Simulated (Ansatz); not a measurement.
# Phonon transport in ZnSe (Stilleite, F-43m), part 2 of 2

Wanted: κ(T), lifetimes and mean free paths for ZnSe (Stilleite).

Experimental results on record:
- thermal conductivity 19 W/m/K near room temperature (given in “Combining the AFLOW GIBBS and Elastic Libraries to efficiently and robustly screen thermo-mechanical properties of solids”, 2017, arXiv:1611.05714)

Ansatz 0.2.0; DFT LDA, scalar-relativistic, plane waves, PAW; PAW set soft_1.

So far. Step 2 (Probe on a coarse mesh): The start is under -3.4 GPa at this level and looks like an insulator or semiconductor on this mesh. Step 4 (Tight relaxation): The residual pressure is -0.0024 GPa, small enough for phonons. The relaxed cell has a = 5.567 Å (conventional setting).

## 6. A cheap rung

A small supercell and a short cutoff cost little, and show how far such settings carry.

The input, input.yaml:

```yaml
crystal:
  lattice:
    - [0.0, 2.7836755404, 2.7836755404]
    - [2.7836755404, 0.0, 2.7836755404]
    - [2.7836755404, 2.7836755404, 0.0]
  atoms:
    - { symbol: Zn, position: [0.0, 0.0, 0.0] }
    - { symbol: Se, position: [0.25, 0.25, 0.25] }
kpoints:
  mp_grid: { grid: [8, 8, 8] }
hamiltonian:
  xc: lda
  pseudopotentials: { kind: paw, azcp: { folder: soft_1 }, xc_functional: pbe }
scf:
  occupations: { method: fixed }
  lower_state_search: "off"
output:
  eigenvalues: true
phonons:
  method: fd
  dielectric: true
  qmesh: [4, 4, 4]
  temperatures: { t_max: 1000, t_step: 50 }
  qpath:
    path:
      - [[0.0, 0.0, 0.0], [0.5, 0.0, 0.5], [0.5, 0.25, 0.75], [0.375, 0.375, 0.75], [0.0, 0.0, 0.0], [0.5, 0.5, 0.5], [0.625, 0.25, 0.625], [0.5, 0.25, 0.75], [0.5, 0.5, 0.5], [0.375, 0.375, 0.75]]
      - [[0.625, 0.25, 0.625], [0.5, 0.0, 0.5]]
    npoints: 10
  third_order: { supercell: [2, 2, 2], pair_cutoff: 2.561 }
  lattice_thermal_conductivity:
    qmesh: [11, 11, 11]
    temperatures: [50.0, 100.0, 150.0, 200.0, 300.0, 400.0, 500.0, 600.0, 800.0]
    isotope_mass_variance:
      - { species: Se, variance: 0.0004628 }
      - { species: Zn, variance: 0.0005982 }
```

Run with:

```sh
$ ansatz run input.yaml --threads 18 --pin off --max-ram 92160MiB --backend cuda --events-out ev --progress --plain --runs-dir out --max-vram 78GiB
```

Numbers of over 12 decimals in the logs are rounded to 6 here.

The log of the run:

```text
Warning: phonons: the dynamical matrix that this run interpolates holds no multipole term above the dipole-dipole one, and a site of this crystal is no centre of inversion, so its interpolated transverse optical and acoustic branches and sound speeds can stay off near Gamma, and the density of states and the thermodynamics with them. What a run solves at a wave vector of phonons.qpoints, Gamma apart, where the deck admits one, is free of this, and under fd what a larger phonons.supercell samples
Warning: phonons.dielectric: true without phonons.rigid_motions: the static dielectric tensor ε⁰ will be withheld (ε∞, Z* and the rows of modes are given); for a crystal or a slab, whose only rigid motions are the translations, set phonons.rigid_motions: translations
[...]
concurrent solve slots: 14 of 18 are kept, ahead of what memory takes: no pass of the eigensolver takes more rounds on 14
[...]
Crystal: 8 atoms, lattice volume = 172.562 Å³
Basis set: ecut = 420 eV, 3385 PW (Γ), FFT grids on a1, a2, −a1+2a2+a3
Bands: 68, of which v1, the nominal top of the filled ones, is band 56 counted from 1 (55 counted from 0)
Symmetry: 8 space group operations
k-points: 42 of 128 (time reversal used)
[...]
SCF iter   1: F=—  HF=-34523.442022 eV  |F-HF|=—  |Δ(HF+E_count)|=         —  Δρ=6.48e-8  dr2=2.93e-12  ethr=1.00e-12  ⟨swp⟩=3.0  Hψ=7323  notcnv=0
[...]
SCF iter   2: F=-34523.442022 eV  HF=-34523.442022 eV  |F-HF|=0.00e0  |Δ(HF+E_count)|=    0.00e0  Δρ=1.83e-8  dr2=2.62e-13  ethr=1.00e-12  ⟨swp⟩=4.0  Hψ=8573  notcnv=0
SCF 1 converged in 2 iterations: F = -34523.442022 eV  dr2 = 2.62e-13
[...]
Crystal: 2 atoms, lattice volume = 43.141 Å³
Basis set: ecut = 420 eV, 869 PW (Γ), exchange–correlation on 54×54×54 points (8 copies of the dense FFT grid, shifted against one another)
Bands: 18, of which v1, the nominal top of the filled ones, is band 14 counted from 1 (13 counted from 0)
Symmetry: 24 space group operations
k-points: 95 of 512 (irreducible under 4 space group operations, time reversal used)
[...]
SCF iter   1: F=—  HF=-8630.860436 eV  |F-HF|=—  |Δ(HF+E_count)|=         —  Δρ=7.91e-7  dr2=2.15e-10  ethr=1.30e-7  ⟨swp⟩=3.0  Hψ=13383  notcnv=0  defer=185
eigensolver tolerance schedule: the retry pair's looser diagonalisation over-reported the residual by 168800.84 of it (diagonalisation noise at an unbounded share of the residual, at the tolerance the schedule requests for it); recorded, not acted on — ethr = c·dr2/N_el stays at c = 1.0e-1
[...]
SCF 2 converged in 4 iterations: F = -8630.860506 eV  dr2 = 1.96e-11
[...]
SCF 1 converged in 4 iterations: F = -8630.860244 eV  dr2 = 7.18e-8
[...]
SCF 66 converged in 9 iterations: F = -69046.876119 eV  dr2 = 7.97e-10
SCF converged after 2 iterations
[...]
supercell 3 (4 cells, vectors [1, 0, 0], [0, 1, -1], [0, 0, 4] in multiples of the cell's): 3 displaced members by 0.0025 Å; free energy -34523.442022 eV; taken off its force constants: by the sum rule 2.7e-4, by the symmetrisation 9.5e-5 eV/Å²; Γ matrix within 1.1e-4 eV/Å² of supercell 1's
  symmetry images taken by strict's conditions (phonons.symmetry_images: auto; settled by no image being taken that strict refuses)
[...]
q = [0.0000, 0.0000, 0.0000] (star 1, supercell 1; hermiticity 3.03e-17, symmetrization 8.77e-7): -0.00 0.00 0.00 217.79 217.79 217.79
[...]
joined force constants: q→R imaginary residual 1.76e-18
  density of states and harmonic sums: on the 20×20×20 q-mesh, interpolated from the force constants of a 4×4×4 supercell (with the dipole–dipole term)
  largest difference from the sums on the solved wave vectors: F 1.12e-2 eV, S 1.52e-5 and C_V 4.00e-6 eV/K
  zero-point energy: 0.059438 eV/cell   skipped modes (ω ≤ 0): 3   left out of the sums: 6.25e-5 of the cell's modes: C_V's classical limit lies that fraction below 3 k_B per atom; for a crystal, a wire or a layer, F and S can be off by more, and a phonons.interpolated_qmesh denser along its periods is the remedy for the sampling
--- Third-order force constants: 36 member SCFs in a 2×2×2 supercell (pair cutoff 2.561 Å, amplitude 0.03 Å, SCF threshold 1.00e-9 eV, Σ member SCF iterations 336) ---
[...]
26 force-constant blocks with the first atom in the home cell, fitted with 10 parameters over 4 symmetry orbits; no atom triplet left out
  sum-rule residual: 3.884e-1 → 1.456e-14 eV/Å³; symmetrization residual: 1.317e-2 eV/Å³; largest sum-rule correction relative to its orbit: 5.138e-2, on the orbit of the block of home site 0 with site 1 of cell (-1, 0, 0) and site 0 of cell (0, 0, 0), whose norm before the correction was 2.468e1 eV/Å³
--- Lattice thermal conductivity: 11×11×11 mesh (56 irreducible points), tetrahedron method ---
  three-phonon and isotope scattering only; four-phonon, boundary and, in a metal, phonon-electron scattering are left out
  each conductivity is what the modes' populations carry and what the coherences between them add
  conductivity (a third of the tensor's trace), W/(m K), in the relaxation-time approximation and from the full solution:
       T (K)   relaxation time   full solution  iterations             ending  least Ritz value
       50.00          160.9499        158.4404           5          converged          8.452e-1
      100.00           70.8713         70.4382           6          converged          8.433e-1
      150.00           44.8504         44.8688           6          converged          8.259e-1
      200.00           33.2374         33.3722           6          converged          8.128e-1
      300.00           22.2336         22.4081           6          converged          7.983e-1
      400.00           16.8362         17.0013           6          converged          7.900e-1
      500.00           13.5968         13.7465           6          converged          7.844e-1
      600.00           11.4283         11.5633           6          converged          7.804e-1
      800.00            8.6998          8.8114           7          converged          7.731e-1
```

Wall time 65 s (1 × NVIDIA GB200 with 18 threads of Arm Neoverse V2, shared host); peak memory 1.8 GiB; 9 min of CPU time.

Numbers from this step:

```yaml
gamma_frequencies: 0, 0, 0, 217.8, 217.8, 217.8 cm⁻¹ (negative: imaginary)
lowest_frequency_on_the_path: 0 cm⁻¹
zero_point_energy: 0.05944 eV/cell
point_group: -43m
highest_frequency: 252.8 cm⁻¹
debye_temperature_from_the_second_moment: 324 K
kappa_at_300_k_relaxation_time: 22.23 W/m/K
kappa_at_300_k_full_solution: 22.41 W/m/K
dipole_term: run
mean_free_path_at_half_of_kappa: 223 nm
share_of_kappa_above_the_three_lowest_branches: 0.027
third_order_blocks: 26
periodic_aliases_dropped: 0
largest_relative_sum_rule_correction: 0.05138
displaced_cells_third_order: 36
```

W/m/K. Kappa, by row:

| T (K) | RTA xx | RTA yy | RTA zz | full xx | full yy | full zz | coherence part xx | coherence part yy | coherence part zz | ending | iterations | least Ritz value |
| --- | --- | --- | --- | --- | --- | --- | --- | --- | --- | --- | --- | --- |
| 50 | 160.9 | 160.9 | 160.9 | 158.4 | 158.4 | 158.4 | 0.005295 | 0.005295 | 0.005295 | converged | 5 | 0.845 |
| 100 | 70.87 | 70.87 | 70.87 | 70.44 | 70.44 | 70.44 | 0.02218 | 0.02218 | 0.02218 | converged | 6 | 0.843 |
| 150 | 44.85 | 44.85 | 44.85 | 44.87 | 44.87 | 44.87 | 0.03844 | 0.03844 | 0.03844 | converged | 6 | 0.826 |
| 200 | 33.24 | 33.24 | 33.24 | 33.37 | 33.37 | 33.37 | 0.05229 | 0.05229 | 0.05229 | converged | 6 | 0.813 |
| 300 | 22.23 | 22.23 | 22.23 | 22.41 | 22.41 | 22.41 | 0.07593 | 0.07593 | 0.07593 | converged | 6 | 0.798 |
| 400 | 16.84 | 16.84 | 16.84 | 17 | 17 | 17 | 0.09637 | 0.09637 | 0.09637 | converged | 6 | 0.79 |
| 500 | 13.6 | 13.6 | 13.6 | 13.75 | 13.75 | 13.75 | 0.1145 | 0.1145 | 0.1145 | converged | 6 | 0.784 |
| 600 | 11.43 | 11.43 | 11.43 | 11.56 | 11.56 | 11.56 | 0.1304 | 0.1304 | 0.1304 | converged | 6 | 0.78 |
| 800 | 8.7 | 8.7 | 8.7 | 8.811 | 8.811 | 8.811 | 0.1567 | 0.1567 | 0.1567 | converged | 7 | 0.773 |

This rung gives 22.2 W/(m K) at 300 K by relaxation time, but with 16 atoms, 1 neighbour distance inside the cutoff and a 11×11×11 mesh it is a test, not the conductivity of the crystal.

## 7. Outcome

- conductivity: not obtained on sound settings

What this shows: No conductivity was obtained: no run with a large enough supercell and cutoff finished.

Calculation against experiment:

```
             quantity  measured           LDA
Raman mode, TO (cm⁻¹)       207  218 (+5.2 %)
```

Measured values from arxiv:2008.07187 (2020).

**Verdict.** The Raman mode is off by +5.2 %: fair agreement. The grades are ours: good and fair within 3 and 7 % for the Raman mode. Zero-point motion and thermal expansion are not in the computed Raman mode.

[Logs are printed without paths, hosts, clocks, repeated set-up lines and the standing remarks that a program may print on its own settings, such as how far it seeks lower states.]

[Hosts, paths, dates, database ids (printed as entryN), source tags and the programs' standing remarks are cut or masked in the printed files.]

[A step with changed settings may run another functional than the one named; its input shows which.]
